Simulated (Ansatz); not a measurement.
# TcF2 (1T sheet): how robust is the cRPA U?

Aim: hold the target of a cRPA run on TcF2 (1T sheet) and move one thing at a time.

Program: Ansatz 0.2.0. Level of theory: constrained RPA on PBE, plane waves, PAW. Results are calculated unless marked as measured.

This is a report of a sequence of runs, with most program output left out.

### Step 1. Set-up

The cell holds 3 atoms: 1 Tc and 2 F. Cell: a = 2.835 Å, b = 2.835 Å, c = 28.981 Å, α = 90.0°, β = 90.0°, γ = 120.0°. Vacuum lies along c.

Structure file:

```cif
data_structure
_symmetry_space_group_name_H-M 'P 1'
_symmetry_Int_Tables_number 1
_cell_length_a 2.8346
_cell_length_b 2.8346
_cell_length_c 28.9813
_cell_angle_alpha 90.000
_cell_angle_beta 90.000
_cell_angle_gamma 120.000
_cell_volume 201.67
loop_
_atom_site_label
_atom_site_type_symbol
_atom_site_fract_x
_atom_site_fract_y
_atom_site_fract_z
_atom_site_occupancy
Tc1 Tc 0.00000 0.00000 0.32074 1
F2 F 0.33333 0.66667 0.37003 1
F3 F 0.66667 0.33333 0.27144 1
```

The structure was relaxed with PBE. The structure was generated from a model, not taken from a measurement. The runs that relaxed it are not among those shown. The program's search for lower electronic states was switched off, so nothing shows that the state found is the lowest. The default PAW set here is soft_2. Its files were made with PBE. The Coulomb interaction is cut off across the vacuum.

### Step 2. Base: Tc d, bands v3 to c2, 6×6×1 mesh, medium accuracy

Constrained RPA screens the interaction with every transition except those inside the target bands, which a later many-body model would treat itself.

File input.yaml:

```yaml
crystal:
  lattice:
    - [0.0, 2.00436414, 2.00436414]
    - [2.00436414, -2.00436414, 0.0]
    - [16.73236119, 16.73236119, -16.73236119]
  atoms:
    - { symbol: Tc, position: [0.0, 0.0, 0.320735268] }
    - { symbol: F, position: [0.3333333333, 0.6666666667, 0.3700311093] }
    - { symbol: F, position: [0.6666666667, 0.3333333333, 0.2714394266] }
  periodic: [true, true, false]
kpoints:
  mp_grid: { grid: [12, 12, 1] }
hamiltonian:
  xc: pbe
scf:
  occupations: { method: gaussian, width: 0.08 }
  n_extra_bands: 19
  max_iter: 150
  lower_state_search: "off"
output:
  crpa:
    kmesh: [6, 6, 1]
    target_bands: [v3, c2]
    projections: [{ species: Tc, l: d, shell: 4 }]
  local_orbitals:
    kmesh: [12, 12, 1]
    orbitals: [{ species: Tc, l: d, shell: 4 }]
    window: { bands: [v3, c2] }
    seedname: lo
```

Launch:

```
ansatz run input.yaml --threads 4 --pin off --max-ram 14745MiB --backend cpu --events-out ev --progress --plain --runs-dir out
```

It took 2.6 min on 4 threads of Arm Neoverse V1, shared host; peak memory 1.6 GiB.

Numbers from this step:

```
U                                                 : 5.451 eV
U prime (inter-orbital)                           : 4.692 eV
J                                                 : 0.3705 eV
bare V                                            : 13.78 eV
bare J                                            : 0.4949 eV
stated bound on U                                 : 0.01136 eV
U over bare V                                     : 0.3956
electrons in the window                           : 5.000
head of the constrained inverse dielectric matrix : 0.7644
least eigenvalue of the projection's overlap      : 0.6678
target functions                                  : 5
bands in the sums                                 : 34
r.m.s. miss of the model bands                    : 2.86e-4 eV
width of the target bands                         : 5.340 eV
weight of the projected orbitals in the window    : 0.8419
```

On the Tc d shell, screening brings the on-site interaction from 13.8 eV down to U = 5.45 eV.

### Step 3. Changed: 9×9×1 mesh

Changes to input.yaml since step 2:

```diff
@@ -21,9 +21,4 @@
   crpa:
-    kmesh: [6, 6, 1]
+    kmesh: [9, 9, 1]
     target_bands: [v3, c2]
     projections: [{ species: Tc, l: d, shell: 4 }]
-  local_orbitals:
-    kmesh: [12, 12, 1]
-    orbitals: [{ species: Tc, l: d, shell: 4 }]
-    window: { bands: [v3, c2] }
-    seedname: lo
```

Wall time 8.7 min (4 threads); peak memory 1.7 GiB; 33 min of CPU time.

This step gave:

| Property | Result |
| --- | --- |
| U | 5.477 eV |
| U prime (inter-orbital) | 4.719 eV |
| J | 0.3703 eV |
| bare V | 13.76 eV |
| bare J | 0.4947 eV |
| stated bound on U | 0.01207 eV |
| U over bare V | 0.3980 |
| electrons in the window | 5.000 |
| head of the constrained inverse dielectric matrix | 0.7855 |
| least eigenvalue of the projection's overlap | 0.6729 |
| target functions | 5 |
| bands in the sums | 34 |
| width of the target bands | 5.340 eV |
| weight of the projected orbitals in the window | 0.8419 |

On the Tc d shell, screening brings the on-site interaction from 13.8 eV down to U = 5.48 eV.

### Step 4. Changed: accuracy high

Changes to input.yaml since step 3:

```diff
@@ -21,4 +21,5 @@
   crpa:
-    kmesh: [9, 9, 1]
+    kmesh: [6, 6, 1]
     target_bands: [v3, c2]
     projections: [{ species: Tc, l: d, shell: 4 }]
+    accuracy: high
```

Wall time 3.1 min (4 threads); peak memory 1.7 GiB; 12 min of CPU time.

This step gave:

| Property | Result |
| --- | --- |
| U | 5.451 eV |
| U prime (inter-orbital) | 4.692 eV |
| J | 0.3705 eV |
| bare V | 13.78 eV |
| bare J | 0.4949 eV |
| stated bound on U | 0.001044 eV |
| U over bare V | 0.3957 |
| electrons in the window | 5.000 |
| head of the constrained inverse dielectric matrix | 0.7645 |
| least eigenvalue of the projection's overlap | 0.6678 |
| target functions | 5 |
| bands in the sums | 34 |
| width of the target bands | 5.340 eV |
| weight of the projected orbitals in the window | 0.8419 |

On the Tc d shell, screening brings the on-site interaction from 13.8 eV down to U = 5.45 eV.

### Step 5. Changed: sums over states

Changes to input.yaml since step 4:

```diff
@@ -24,2 +24,4 @@
     projections: [{ species: Tc, l: d, shell: 4 }]
-    accuracy: high
+    accuracy: sum_over_states
+    n_empty_bands: 30
+    ecut_chi: 136
```

Elapsed: 13 s, on 4 threads; peak memory 0.68 GiB.

This variant gives U = 5.77 eV against 5.45 eV. It is a finite sum over empty states with no bound on its error and stays out of the table below.

### Step 6. Changed: a wide Fermi-Dirac smearing

Changes to input.yaml since step 5:

```diff
@@ -15,3 +15,3 @@
 scf:
-  occupations: { method: gaussian, width: 0.08 }
+  occupations: { method: fermi_dirac, width: 1.0 }
   n_extra_bands: 19
@@ -24,4 +24 @@
     projections: [{ species: Tc, l: d, shell: 4 }]
-    accuracy: sum_over_states
-    n_empty_bands: 30
-    ecut_chi: 136
```

It took 4.2 s on 4 threads; peak memory 0.59 GiB.

Residual by cycle:

cycle, log10 residual and a bar from the least value:
```
        1        0.3 ##############################
        2       -0.4 ############################
        3       -1.7 #######################
        4       -3.0 ###################
        5       -4.3 ##############
        6       -5.3 ###########
        7       -6.7 #####
        8       -8.3
```

The run ended with an error.

After 8 cycles the residual stands at 5.5e-9.

The program's message: “Error: refused after 8 iterations: slab_electrons_in_vacuum = 1.01e-4 (threshold 1.00e-6); electrons that its smearing lays highest leave the slab for the vacuum on both its sides, from a quarter of t …”

The fault put into this input: a wide Fermi-Dirac smearing.

### Step 7. Changed: potentials

This step: constrained RPA on PBE, plane waves, norm-conserving pseudopotentials.

Changes to input.yaml since step 6:

```diff
@@ -14,4 +14,5 @@
   xc: pbe
+  pseudopotentials: { kind: nc }
 scf:
-  occupations: { method: fermi_dirac, width: 1.0 }
+  occupations: { method: gaussian, width: 0.08 }
   n_extra_bands: 19
```

Run time: 8.7 min. Hardware: 4 threads; peak memory 5 GiB.

This step gave:

* U: 5.449 eV
* U prime (inter-orbital): 4.693 eV
* J: 0.3689 eV
* bare V: 13.77 eV
* bare J: 0.4944 eV
* stated bound on U: 0.01476 eV
* U over bare V: 0.3958
* electrons in the window: 5.000
* head of the constrained inverse dielectric matrix: 0.7652
* least eigenvalue of the projection's overlap: 0.6665
* target functions: 5
* bands in the sums: 34
* width of the target bands: 5.328 eV
* weight of the projected orbitals in the window: 0.8414

On the Tc d shell, screening brings the on-site interaction from 13.8 eV down to U = 5.45 eV.

### Step 8. Changed: PBEsol

This step: constrained RPA on PBEsol, plane waves, PAW.

Changes to input.yaml since step 7:

```diff
@@ -13,4 +13,3 @@
 hamiltonian:
-  xc: pbe
-  pseudopotentials: { kind: nc }
+  xc: pbesol
 scf:
```

It took 2.4 min on 4 threads; peak memory 1.6 GiB.

This step gave:

```yaml
u: 5.447 eV
u_prime_inter_orbital: 4.696 eV
j: 0.3659 eV
bare_v: 13.69 eV
bare_j: 0.4898 eV
stated_bound_on_u: 0.01143 eV
u_over_bare_v: 0.3978
electrons_in_the_window: 5.000
head_of_the_constrained_inverse_dielectric_matrix: 0.7679
least_eigenvalue_of_the_projection_s_overlap: 0.6625
target_functions: 5
bands_in_the_sums: 34
width_of_the_target_bands: 5.334 eV
weight_of_the_projected_orbitals_in_the_window: 0.8388
```

On the Tc d shell, screening brings the on-site interaction from 13.7 eV down to U = 5.45 eV.

### Step 9. Side by side

Times are wall times on 4 threads of Arm Neoverse V1, shared host, good to a factor of about two.

| run | bare V (eV) | U (eV) | J (eV) | bound on U (eV) | width (eV) | time |
| --- | --- | --- | --- | --- | --- | --- |
| target window | 13.78 | 5.451 | 0.370 | 0.0114 | 5.34 | 2.6 min |
| 9×9×1 mesh | 13.76 | 5.477 | 0.370 | 0.0121 | 5.34 | 8.7 min |
| accuracy high | 13.78 | 5.451 | 0.371 | 0.0010 | 5.34 | 3.1 min |
| potentials | 13.77 | 5.449 | 0.369 | 0.0148 | 5.33 | 8.7 min |
| PBEsol | 13.69 | 5.447 | 0.366 | 0.0114 | 5.33 | 2.4 min |

### Step 10. Outcome

| Item | Value |
| --- | --- |
| target window | U 5.45 eV, J 0.37 eV |
| 9×9×1 mesh | U 5.48 eV, J 0.37 eV |
| accuracy high | U 5.45 eV, J 0.37 eV |
| potentials | U 5.45 eV, J 0.37 eV |
| PBEsol | U 5.45 eV, J 0.37 eV |

9×9×1 mesh moves U by +0.03 eV at 3.4 times the time. Accuracy high moves U by +0.0002 eV (within the solver's bounds, for the mean over orbitals). Potentials moves U by −0.001 eV (within the solver's bounds, for the mean over orbitals) at 3.4 times the time. PBEsol moves U by −0.003 eV (within the solver's bounds, for the mean over orbitals). The printed bound covers the solver alone, not the mesh. The parent state is non-magnetic and the interaction static (zero frequency); U depends on the window and the orbitals, so it belongs to this model alone.

[Paths, hosts, dates, memory and timing lines, banners, echoed tables and standing remarks are left out of the program output.]

[Logs are printed without paths, hosts, clocks, repeated set-up lines and the standing remarks that a program may print on its own settings, such as how far it seeks lower states.]

[Runs of the session that timed out or met a known fault of the program may be left out.]

[Hosts, paths, dates, database ids (printed as entryN), source tags and the programs' standing remarks are cut or masked in the printed files.]
